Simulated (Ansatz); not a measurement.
**TiSi2 (Zhiqinite, Fddd): zone-centre modes under pressure**

Aim: how do the optical modes of TiSi2 (Zhiqinite, Fddd) move with volume?

Main program and level: Ansatz 0.2.0; DFT PBEsol, scalar-relativistic, plane waves, PAW; PAW set soft_1.

The database entry behind the starting cell is an old determination (1939), so it need not match the best structure at ambient conditions.

### Step 1. The structure

Symmetry: Fddd, No. 70, orthorhombic system. The conventional cell has a = 4.773 Å, b = 8.236 Å, c = 8.523 Å, α = 90.00°, β = 90.00°, γ = 90.00°. Nearest to Si lie 5 Ti at 2.54 to 2.75 Å and 5 Si at 2.54 to 2.75 Å. Nearest to Ti lie 10 Si at 2.54 to 2.75 Å. Farther neighbours are not listed.

### Step 2. Relaxation

Harmonic phonons are second derivatives at a point where the forces vanish, and they are wanted at zero stress, so atoms and cell are relaxed first.

The input, input.yaml:

```yaml
crystal:
  lattice:
    - [0.0, 4.118, 4.2615]
    - [2.3865, 0.0, 4.2615]
    - [2.3865, 4.118, 0.0]
  atoms:
    - { symbol: Si, position: [0.083, 0.417, 0.083] }
    - { symbol: Si, position: [0.417, 0.083, 0.417] }
    - { symbol: Si, position: [0.167, 0.833, 0.167] }
    - { symbol: Si, position: [0.833, 0.167, 0.833] }
    - { symbol: Ti, position: [0.75, 0.75, 0.75] }
    - { symbol: Ti, position: [0.5, 0.5, 0.5] }
kpoints:
  mp_grid: { grid: [10, 10, 10] }
hamiltonian:
  xc: pbesol
  pseudopotentials: { kind: paw, azcp: { folder: soft_1 }, xc_functional: pbe }
scf:
  occupations: { method: gaussian, width: 0.1 }
output:
  forces: true
  stress: true
  eigenvalues: true
relax:
  adjacent_minimum: "off"
  f_tol: 0.005
  max_steps: 80
  cell: { stress_tol: 0.05 }
```

On the command line:

```console
ansatz run input.yaml --threads 4 --pin off --max-ram 16384MiB --backend cpu --events-out ev --progress --plain --runs-dir out
```

Numbers of over 12 decimals in the logs are rounded to 6 here.

Log:

```text
Engine: ansatz 0.2.0, x86_64-unknown-linux-gnu
Pseudopotentials: kind: paw
Pseudopotential: Si, paw, valence charge 4, recommended cutoff 420 eV (normal), soft_1/Si.paw.azcp
Pseudopotential: Ti, paw, valence charge 12, recommended cutoff 420 eV (normal), soft_1/Ti.paw.azcp
Functional definition: PBEsol
  exchange = pbesol_x
  correlation = pbesol_c
Crystal: 6 atoms, lattice volume = 83.761 Å³
Basis set: ecut = 420 eV, 1617 PW (Γ), exchange–correlation on 80×72×64 points (8 copies of the dense FFT grid, shifted against one another)
Bands: 26, of which v1, the nominal top of the filled ones, is band 20 counted from 1 (19 counted from 0)
Symmetry: 8 space group operations
Space group: Fddd (ITA 70), of the structure as read, at distance tolerance 4.4e-5 Å
k-points: 171 of 1000
Non-local potential: Si, projectors of the file, l = 0: 2, l = 1: 2, l = 2: 1
Non-local potential: Ti, projectors of the file, l = 0: 3, l = 1: 2, l = 2: 3, l = 3: 1
PAW form: soft (Blöchl's): semilocal exchange-correlation on the pseudo side does not see the compensation charge
PAW frozen core: Si, regenerated for the run's functional, and the local potential with it (the file was generated under x = pbe(κ = 0.804, μ = 0.219515), c = pbe(β = 0.066725))
PAW frozen core: Ti, regenerated for the run's functional, and the local potential with it (the file was generated under x = pbe(κ = 0.804, μ = 0.219515), c = pbe(β = 0.066725))
PAW one-centre angular grid: Si, 110 points (default); XC on 64 Gauss nodes
PAW one-centre angular grid: Ti, 590 points (default); XC on 64 Gauss nodes
Initial density: superposition of atomic densities (chi_scale 0.1, normalization cell, long waves kept (reshape's long-wave potential 0.00 eV rms))
Initial wavefunctions: pseudopotential atomic-orbital guess
Functional: x = pbesol(κ = 0.804, μ = 0.123457), c = pbesol(β = 0.046)
SCF iter   1: F=—  HF=-7438.526639 eV  |F-HF|=—  |Δ(HF+E_count)|=         —  Δρ=3.84e-2  dr2=2.22e0  ethr=3.10e-3  ⟨swp⟩=6.2  Hψ=20832  notcnv=0
preconditioner: auto → Kerker (q_TF=auto, 2.412 Å⁻¹)  [metal: Δε(μ)=0.004 eV  Ē_g=6.308 eV  σ=0.100 eV  W_gap=0.02  n_scr=16 (ndim 8)  ℏωp=19.9 eV  f_vac=0.000  D(μ)=1.95/eV (n_scr^D=12)]
SCF iter   2: F=—  HF=-7438.067539 eV  |F-HF|=—  |Δ(HF+E_count)|=   4.59e-1  Δρ=2.38e-2  dr2=7.78e-1  ethr=3.10e-3  ⟨swp⟩=1.6  Hψ=5964  notcnv=0  defer=91
SCF iter   3: F=—  HF=-7437.793373 eV  |F-HF|=—  |Δ(HF+E_count)|=   2.74e-1  Δρ=2.52e-3  dr2=4.68e-3  ethr=1.95e-3  ⟨swp⟩=2.2  Hψ=7137  notcnv=0  defer=217
SCF iter   4: F=—  HF=-7437.792030 eV  |F-HF|=—  |Δ(HF+E_count)|=   1.34e-3  Δρ=7.90e-4  dr2=4.58e-4  ethr=1.17e-5  ⟨swp⟩=2.4  Hψ=7446  notcnv=0  defer=232
SCF iter   5: F=—  HF=-7437.791959 eV  |F-HF|=—  |Δ(HF+E_count)|=   7.11e-5  Δρ=1.51e-4  dr2=1.60e-5  ethr=1.15e-6  ⟨swp⟩=2.0  Hψ=5170  notcnv=0  defer=232
SCF iter   6: F=—  HF=-7437.791960 eV  |F-HF|=—  |Δ(HF+E_count)|=   1.10e-6  Δρ=2.43e-5  dr2=3.88e-7  ethr=4.01e-8  ⟨swp⟩=2.6  Hψ=6381  notcnv=0  defer=232
SCF iter   7: F=-7437.791960 eV  HF=-7437.791960 eV  |F-HF|=9.42e-9  |Δ(HF+E_count)|=   8.94e-8  Δρ=4.75e-6  dr2=1.70e-8  ethr=2.50e-10  ⟨swp⟩=10.0  Hψ=19583  notcnv=0
SCF 1 converged in 7 iterations: F = -7437.791960 eV  dr2 = 1.70e-8
  greatest PAW one-centre occupation: 0.998 electrons in one spin orbital (limit 2), on the Ti atom at site 5 (counted from 0), in its partial waves of l = 0
relax step   1: F+E_penalty+E_count = -7437.79196032 eV  Δ(F+E_penalty+E_count) = +0.000e0 eV  max|allowed force component| = 1.718e-1 eV/Å  Δτ_max = 0.0000 Å  P = -1.776 GPa  Ω = 83.761 Å³  (7 SCF iters, dr2 threshold 1.00e-7 eV, accepted)
Crystal: 6 atoms, lattice volume = 82.619 Å³
Basis set: ecut = 420 eV, 1609 PW (Γ), exchange–correlation on 80×72×64 points (8 copies of the dense FFT grid, shifted against one another)
Initial density: handed on by an earlier stage of this run
Initial wavefunctions: those handed on with the density
iter 1 solved again at ethr=7.65e-7 eV; its pass at ethr=3.10e-3 eV (dr2=3.06e-4 eV) is discarded
SCF iter   1: F=—  HF=-7437.804534 eV  |F-HF|=—  |Δ(HF+E_count)|=         —  Δρ=7.00e-4  dr2=3.30e-4  ethr=7.65e-7  ⟨swp⟩=1.9  Hψ=24361  notcnv=0
preconditioner: auto → Kerker (q_TF=auto, 2.418 Å⁻¹)  [metal: Δε(μ)=0.018 eV  Ē_g=6.468 eV  σ=0.100 eV  W_gap=0.10  n_scr=16 (ndim 8)  ℏωp=20.0 eV  f_vac=0.000  D(μ)=2.10/eV (n_scr^D=16)]
SCF iter   2: F=—  HF=-7437.804460 eV  |F-HF|=—  |Δ(HF+E_count)|=   7.37e-5  Δρ=4.10e-4  dr2=1.20e-4  ethr=7.65e-7  ⟨swp⟩=1.1  Hψ=4506  notcnv=0
SCF iter   3: F=—  HF=-7437.804424 eV  |F-HF|=—  |Δ(HF+E_count)|=   3.60e-5  Δρ=7.78e-5  dr2=4.47e-6  ethr=3.01e-7  ⟨swp⟩=2.5  Hψ=6515  notcnv=0
iter 4 did not close the SCF: its close was put off for the readings that it lacked (scf_convergence_deferred on its scf_iter line)
SCF iter   4: F=-7437.804422 eV  HF=-7437.804422 eV  |F-HF|=3.68e-8  |Δ(HF+E_count)|=   1.41e-6  Δρ=1.54e-5  dr2=1.71e-7  ethr=1.12e-8  ⟨swp⟩=3.0  Hψ=7893  notcnv=0
iter 5 did not close the SCF: its close was put off for the readings that it lacked (scf_convergence_deferred on its scf_iter line)
SCF iter   5: F=-7437.804422 eV  HF=-7437.804422 eV  |F-HF|=8.78e-9  |Δ(HF+E_count)|=   6.66e-9  Δρ=3.76e-6  dr2=1.21e-8  ethr=4.28e-10  ⟨swp⟩=2.0  Hψ=6475  notcnv=0
SCF iter   6: F=-7437.804422 eV  HF=-7437.804422 eV  |F-HF|=1.06e-10  |Δ(HF+E_count)|=   2.16e-9  Δρ=5.32e-7  dr2=2.29e-10  ethr=3.03e-11  ⟨swp⟩=1.2  Hψ=11467  notcnv=0
SCF 2 converged in 6 iterations: F = -7437.804422 eV  dr2 = 2.29e-10
relax step   2: F+E_penalty+E_count = -7437.80442246 eV  Δ(F+E_penalty+E_count) = -1.246e-2 eV  max|allowed force component| = 8.672e-2 eV/Å  Δτ_max = 0.0131 Å  P = +0.179 GPa  Ω = 82.619 Å³  energy of the carried Pulay correction = +1.621e-4 eV  (6 SCF iters, dr2 threshold 6.00e-7 eV, accepted)
Crystal: 6 atoms, lattice volume = 82.590 Å³
Basis set: ecut = 420 eV, 1601 PW (Γ), exchange–correlation on 80×72×64 points (8 copies of the dense FFT grid, shifted against one another)
iter 1 solved again at ethr=2.02e-6 eV; its pass at ethr=3.10e-3 eV (dr2=8.08e-4 eV) is discarded
SCF iter   1: F=—  HF=-7437.807229 eV  |F-HF|=—  |Δ(HF+E_count)|=         —  Δρ=7.95e-4  dr2=8.94e-4  ethr=2.02e-6  ⟨swp⟩=2.7  Hψ=22521  notcnv=0
preconditioner: auto → Kerker (q_TF=auto, 2.418 Å⁻¹)  [metal: Δε(μ)=0.007 eV  Ē_g=6.472 eV  σ=0.100 eV  W_gap=0.04  n_scr=16 (ndim 8)  ℏωp=20.0 eV  f_vac=0.000  D(μ)=2.11/eV (n_scr^D=16)]
SCF iter   2: F=—  HF=-7437.807052 eV  |F-HF|=—  |Δ(HF+E_count)|=   1.77e-4  Δρ=4.21e-4  dr2=2.55e-4  ethr=2.02e-6  ⟨swp⟩=1.1  Hψ=4461  notcnv=0
[...]
SCF iter   5: F=-7437.806962 eV  HF=-7437.806962 eV  |F-HF|=4.00e-9  |Δ(HF+E_count)|=   4.00e-8  Δρ=4.97e-6  dr2=1.30e-8  ethr=6.70e-10  ⟨swp⟩=2.3  Hψ=6915  notcnv=0
SCF iter   6: F=-7437.806962 eV  HF=-7437.806962 eV  |F-HF|=2.85e-10  |Δ(HF+E_count)|=   2.51e-9  Δρ=6.12e-7  dr2=4.08e-10  ethr=3.25e-11  ⟨swp⟩=1.3  Hψ=11812  notcnv=0
the search or the solves at the SCF's close seem to have found levels that the self-consistency loop had missed (the run counts 1). By its estimate they hold under 1e-12 electrons; where the run keeps them, the occupations were computed again with them
SCF 3 converged in 6 iterations: F = -7437.806962 eV  dr2 = 4.08e-10
relax step   3: F+E_penalty+E_count = -7437.80696172 eV  Δ(F+E_penalty+E_count) = -2.539e-3 eV  max|allowed force component| = 3.898e-2 eV/Å  Δτ_max = 0.0070 Å  P = +0.295 GPa  Ω = 82.590 Å³  energy of the carried Pulay correction = +1.663e-4 eV  (6 SCF iters, dr2 threshold 6.00e-7 eV, accepted)
[...]
relax step   4: F+E_penalty+E_count = -7437.80754205 eV  Δ(F+E_penalty+E_count) = -5.803e-4 eV  max|allowed force component| = 4.979e-3 eV/Å  Δτ_max = 0.0051 Å  P = +0.076 GPa  Ω = 82.713 Å³  energy of the carried Pulay correction = +1.487e-4 eV  (6 SCF iters, dr2 threshold 4.78e-7 eV, accepted)
[...]
relax step   5: F+E_penalty+E_count = -7437.80756383 eV  Δ(F+E_penalty+E_count) = -2.178e-5 eV  max|allowed force component| = 3.047e-4 eV/Å  Δτ_max = 0.0009 Å  P = -0.009 GPa  Ω = 82.746 Å³  energy of the carried Pulay correction = +1.439e-4 eV  (6 SCF iters, dr2 threshold 1.03e-7 eV, accepted)
[...]
relax step   6: F+E_penalty+E_count = -7437.80757160 eV  Δ(F+E_penalty+E_count) = -7.765e-6 eV  max|allowed force component| = 4.170e-5 eV/Å  Δτ_max = 0.0000 Å  P = +0.001 GPa  Ω = 82.746 Å³  energy of the carried Pulay correction = +1.439e-4 eV  (6 SCF iters, dr2 threshold 2.06e-8 eV, accepted)
Initial wavefunctions: pseudopotential atomic-orbital guess (no wavefunctions were taken with the density)
iter 1 solved again at ethr=2.15e-7 eV; its pass at ethr=3.10e-3 eV (dr2=8.60e-5 eV) is discarded
SCF iter   1: F=—  HF=-7437.807422 eV  |F-HF|=—  |Δ(HF+E_count)|=         —  Δρ=8.59e-6  dr2=7.24e-9  ethr=2.15e-7  ⟨swp⟩=3.0  Hψ=32726  notcnv=0
eigensolver tolerance schedule: the retry pair's looser diagonalisation over-reported the residual by 11888.58 of it (diagonalisation noise at 4.72 of the residual, at the tolerance the schedule requests for it); recorded, not acted on — ethr = c·dr2/N_el stays at c = 1.0e-1
SCF iter   2: F=—  HF=-7437.807420 eV  |F-HF|=—  |Δ(HF+E_count)|=   2.30e-6  Δρ=5.06e-6  dr2=6.50e-9  ethr=1.81e-11  ⟨swp⟩=2.3  Hψ=8011  notcnv=0
SCF iter   3: F=—  HF=-7437.807420 eV  |F-HF|=—  |Δ(HF+E_count)|=   3.02e-9  Δρ=7.37e-7  dr2=3.76e-10  ethr=1.63e-11  ⟨swp⟩=2.0  Hψ=5399  notcnv=0
iter 4 did not close the SCF: its close was put off for the readings that it lacked (scf_convergence_deferred on its scf_iter line)
SCF iter   4: F=-7437.807420 eV  HF=-7437.807420 eV  |F-HF|=2.27e-11  |Δ(HF+E_count)|=  4.09e-11  Δρ=2.06e-7  dr2=5.45e-11  ethr=1.00e-12  ⟨swp⟩=2.9  Hψ=7732  notcnv=0
iter 5 did not close the SCF: its close was put off for the readings that it lacked (scf_convergence_deferred on its scf_iter line)
SCF iter   5: F=-7437.807420 eV  HF=-7437.807420 eV  |F-HF|=0.00e0  |Δ(HF+E_count)|=  7.28e-12  Δρ=2.57e-8  dr2=5.02e-13  ethr=1.00e-12  ⟨swp⟩=1.0  Hψ=4446  notcnv=0
iter 6 did not close the SCF: its close was put off for the readings that it lacked (scf_convergence_deferred on its scf_iter line)
SCF iter   6: F=-7437.807420 eV  HF=-7437.807420 eV  |F-HF|=9.09e-13  |Δ(HF+E_count)|=  1.82e-12  Δρ=3.92e-9  dr2=1.46e-14  ethr=1.00e-12  ⟨swp⟩=1.0  Hψ=4446  notcnv=0
iter 7 did not close the SCF: its close was put off for the readings that it lacked (scf_convergence_deferred on its scf_iter line)
SCF iter   7: F=-7437.807420 eV  HF=-7437.807420 eV  |F-HF|=0.00e0  |Δ(HF+E_count)|=  9.09e-13  Δρ=1.12e-9  dr2=1.30e-15  ethr=1.00e-12  ⟨swp⟩=1.0  Hψ=4446  notcnv=0
SCF iter   8: F=-7437.807420 eV  HF=-7437.807420 eV  |F-HF|=1.82e-12  |Δ(HF+E_count)|=  9.09e-13  Δρ=3.04e-10  dr2=8.82e-17  ethr=1.00e-12  ⟨swp⟩=1.0  Hψ=9600  notcnv=0
SCF 7 converged in 8 iterations: F = -7437.807420 eV  dr2 = 8.82e-17
relax step   7: F+E_penalty+E_count = -7437.80741967 eV  Δ(F+E_penalty+E_count) = +1.519e-4 eV  max|allowed force component| = 3.540e-5 eV/Å  Δτ_max = 0.0000 Å  P = +0.004 GPa  Ω = 82.746 Å³  stress off target by 4.61e-3 GPa  SCF on the basis re-selected at this cell (its energy is not comparable with the rows above)  (8 SCF iters)
basis re-selected at this cell: Δ(F+E_penalty+E_count) = +1.519e-4 eV, ΔP = +0.003 GPa vs the last step (what re-selecting the basis moved, of the pressure what is left beyond the Pulay correction that the steps carried, after the strain that the cell walked since its last selection, with what the two solves' SCF thresholds leave and, on support functions, any second-order correction that the steps lacked; it is no m [...]
SCF converged after 8 iterations
Free energy (F): -7437.807420 eV
Harris-Foulkes:  -7437.807420 eV  (|F-HF|=1.82e-12)
Internal energy: -7437.796686 eV  (E = F + TS)
E sigma→0 (E₀):  -7437.802053 eV
Entropy (-TS):   -0.010734 eV (-1.789 meV/atom)
Fermi energy:    12.700272 eV
--- Per-component energies (eV) ---
  E_band       = -208.043108
  E_kinetic    = 736.965471
  E_local      = -2121.453556  (includes V_loc(G=0)·N_el)
  E_nonlocal   = 214.546888
  E_hartree    = 903.554008
  E_xc         = -462.524339
  E_vxc        = -492.223410  (∫ρ·V_xc dr)
  E_paw        = -4025.197842  (= ΣΔE_a)
  E_vpaw       = -352.986509  (= ΣTr[D̂ρ^β])
  E_aug_tail   = -0.000009  (compensation charges beyond the density's cutoff)
  E_ewald      = -2684.092318
  E_core_change = 0.405012  (= ΣΔE_core)
  E_smearing   = -0.010734  (= −TS)
  E_closure    = -0.000000  (closes the sum)
  Σ components = -7437.807420   (vs F -7437.807420, Δ=0.00e0)
--- Forces (eV/Å), atoms counted from 1 ---
  atom   1  Si     0.00000000    -0.00003540     0.00000000
  atom   2  Si     0.00000000     0.00003540     0.00000000
  atom   3  Si     0.00000000     0.00003540     0.00000000
  atom   4  Si     0.00000000    -0.00003540     0.00000000
  atom   5  Ti    -0.00000000     0.00000000     0.00000000
  atom   6  Ti     0.00000000     0.00000000     0.00000000
  max |Σ_I F_I| component: 0.00e0 eV/Å
--- Stress (GPa, compression-positive) ---
        0.002993       0.000000       0.000000
        0.000000       0.003341       0.000000
        0.000000       0.000000       0.004610
  P = ⅓ Tr σ = 0.0036 GPa (0.036 kbar)
--- Band table (eV; the first three rows and the last of 171) ---
  k-point 0: bands = [... 16 lower, 10.4048, 10.6812, 10.9372, 11.3145, 11.7580, 14.7985, 15.8940, 16.1525, ... 2 higher]
  k-point 1: bands = [... 16 lower, 10.3456, 10.6328, 11.3117, 11.3495, 11.7370, 14.6925, 15.8473, 15.9144, ... 2 higher]
  k-point 2: bands = [... 16 lower, 10.7685, 10.8992, 11.5135, 11.5540, 11.9944, 14.3872, 15.5460, 15.6306, ... 2 higher]
  k-point 170: bands = [... 16 lower, 11.1390, 11.1390, 11.6932, 11.6932, 13.4689, 13.4689, 16.0040, 16.0040, ... 2 higher]
--- Relaxed structure (6 steps of the walk, 6 accepted, 1 SCFs on fresh bases) ---
  F+E_penalty+E_count = -7437.80741967 eV   max|allowed force component| = 3.540e-5 eV/Å   (the final SCF, on the basis selected at the relaxed cell)
  cell:  # Å, volume = 82.7465 Å³
    - [0.0, 4.090985, 4.247782]
    - [2.380835, 0.0, 4.247782]
    - [2.380835, 4.090985, 0.0]
  atoms:
    - { symbol: Si, position: [0.086166, 0.413834, 0.086166] }
    - { symbol: Si, position: [0.413834, 0.086166, 0.413834] }
    - { symbol: Si, position: [0.163834, 0.836166, 0.163834] }
    - { symbol: Si, position: [0.836166, 0.163834, 0.836166] }
    - { symbol: Ti, position: [0.750000, 0.750000, 0.750000] }
    - { symbol: Ti, position: [0.5, 0.5, 0.5] }
```

It took 13 s on 4 threads of AMD EPYC 9R45, shared host; peak memory 0.69 GiB; 51 s of CPU time.

Relaxation path:

```
step  energy less that of the first step (eV)  largest force component (eV/Å)  pressure (GPa)  volume (Å³)
   1                                   0.0000                          0.1718           -1.78        83.76
   2                                  -0.0125                          0.0867            0.18        82.62
   3                                  -0.0150                          0.0390            0.30        82.59
   4                                  -0.0156                          0.0050            0.08        82.71
   5                                  -0.0156                          0.0003           -0.01        82.75
   6                                  -0.0156                          0.0000            0.00        82.75
  7*                                  -0.0155                          0.0000            0.00        82.75
```

Relaxation steps marked * repeat the geometry before them on a plane-wave basis chosen anew for their cell, so energy and pressure can jump there.

The run keeps the 8 symmetry operations that it works with, so distortions that break them were not tested.

```
conventional cell, symmetrised  before  after  change
                         a (Å)   4.773  4.762  -0.2 %
                         b (Å)   8.236  8.182  -0.7 %
                         c (Å)   8.523  8.496  -0.3 %
              volume (Å³/atom)   13.96  13.79  -1.2 %
```

The atoms that moved most (Å, as changes of fractional coordinates times the final cell):

```
atom     dx      dy     dz  length
 Si4  0.000   0.026  0.000   0.026
 Si1  0.000   0.026  0.000   0.026
 Si3  0.000  -0.026  0.000   0.026
 Si2  0.000  -0.026  0.000   0.026
```

Numbers from this step:

```yaml
pressure: 0.003648 GPa
volume_per_atom: 13.79 Å³
gap_on_the_k_mesh: 0 eV
```

In this step the volume went from 13.96 to 13.79 Å³/atom.

### Step 3. Tight relaxation

Phonons need small forces and stress, so the relaxation is finished with tight tolerances on 12×12×12 k points.

The input, input.yaml:

```yaml
crystal:
  lattice:
    - [0.0, 4.0909853654, 4.2477823628]
    - [2.3808352996, 0.0, 4.2477823628]
    - [2.3808352996, 4.0909853654, 0.0]
  atoms:
    - { symbol: Si, position: [0.0861663288, 0.4138336712, 0.0861663288] }
    - { symbol: Si, position: [0.4138336712, 0.0861663288, 0.4138336712] }
    - { symbol: Si, position: [0.1638336712, 0.8361663288, 0.1638336712] }
    - { symbol: Si, position: [0.8361663288, 0.1638336712, 0.8361663288] }
    - { symbol: Ti, position: [0.75, 0.75, 0.75] }
    - { symbol: Ti, position: [0.5, 0.5, 0.5] }
kpoints:
  mp_grid: { grid: [12, 12, 12] }
hamiltonian:
  xc: pbesol
  pseudopotentials: { kind: paw, azcp: { folder: soft_1 }, xc_functional: pbe }
scf:
  occupations: { method: methfessel_paxton, width: 0.2 }
output:
  forces: true
  stress: true
  eigenvalues: true
relax:
  adjacent_minimum: "off"
  f_tol: 0.001
  max_steps: 60
  cell: { stress_tol: 0.01 }
```

Log:

```text
[...]
Crystal: 6 atoms, lattice volume = 82.746 Å³
Basis set: ecut = 420 eV, 1601 PW (Γ), exchange–correlation on 80×72×64 points (8 copies of the dense FFT grid, shifted against one another)
Bands: 26, of which v1, the nominal top of the filled ones, is band 20 counted from 1 (19 counted from 0)
Symmetry: 8 space group operations
[...]
k-points: 280 of 1728
[...]
cell:  # Å, volume = 82.7170 Å³
    - [0, 4.088019, 4.250626]
    - [2.380120, 0, 4.250626]
    - [2.380120, 4.088019, 0]
  atoms:
    - { symbol: Si, position: [0.086245, 0.413755, 0.086245] }
    - { symbol: Si, position: [0.413755, 0.086245, 0.413755] }
    - { symbol: Si, position: [0.163755, 0.836245, 0.163755] }
    - { symbol: Si, position: [0.836245, 0.163755, 0.836245] }
    - { symbol: Ti, position: [0.750000, 0.750000, 0.750000] }
    - { symbol: Ti, position: [0.500000, 0.5, 0.5] }
[key lines of the parts left out:]
SCF converged after 4 iterations
Free energy (F): -7437.801913 eV
Fermi energy:    12.705445 eV
P = ⅓ Tr σ = -0.0012 GPa (-0.012 kbar)
```

It took 17 s on 4 threads; peak memory 0.83 GiB; 63 s of CPU time.

Little changed from the start: no atom moved by 0.005 Å and no cell edge by 0.1 %.

This step gave:

* pressure: -0.001220 GPa

The largest force component left is 0.26 meV/Å and the pressure is -0.001 GPa, within the tolerances set. The cell now holds 13.79 Å³/atom.

[end of part 1 of 3]

[Logs are printed without paths, hosts, clocks, repeated set-up lines and the standing remarks that a program may print on its own settings, such as how far it seeks lower states.]

[Hosts, paths, dates, database ids (printed as entryN), source tags and the programs' standing remarks are cut or masked in the printed files.]
